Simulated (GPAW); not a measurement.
# Polarising 1T-CrSSe monolayer with a field along the normal

The dipole of the cell at several fields, atoms fixed. What does the strongest field give, and what length does the slope stand for?

How it was computed: GPAW 26.7.0, plane waves (400 eV), PAW setups, PBE, 12×12 mesh, a dipole layer in the vacuum; geometry relaxed without an applied field with GPAW. The cell's area is 9.89 Å², and e/ε0 = 180.95 V Å.

Results, with one row withheld:

```tsv
field (V/Å)	dipole (e Å)
−0.2	−0.0670
−0.1	−0.0396
−0.05	−0.0259
0.05	0.0016
0.1	0.0153
0.2	0.0427
0.3	?
```

To predict: What is the dipole at 0.3 V/Å?

**Working.** A line through the 6 points has the slope α = 0.274 e Å per V/Å and the intercept p₀ = −0.0122 e Å (r.m.s. residual 2.4e−05). At 0.3 V/Å it gives p = −0.0122 + 0.274 × 0.3 = 0.0701 e Å; the run gives 0.0702 e Å, so the response stays linear to 0.1 % of the induced part. Dividing by ε0 and the area: α/(ε0 A) = 0.274 × 180.95 / 9.89 = 5.02 Å, against 2.87 Å between the outer nuclei.

Caveats: This is the electronic response alone; ions that move would add to it in polar layers. Spin-polarised runs started from parallel moments; another order may lie lower. Layers with unlike faces were relaxed with their cell in a fully periodic cell without the dipole layer, so their atoms felt a small spurious field.

[Logs are printed without paths, hosts, clocks, repeated set-up lines and the standing remarks that a program may print on its own settings, such as how far it seeks lower states.]
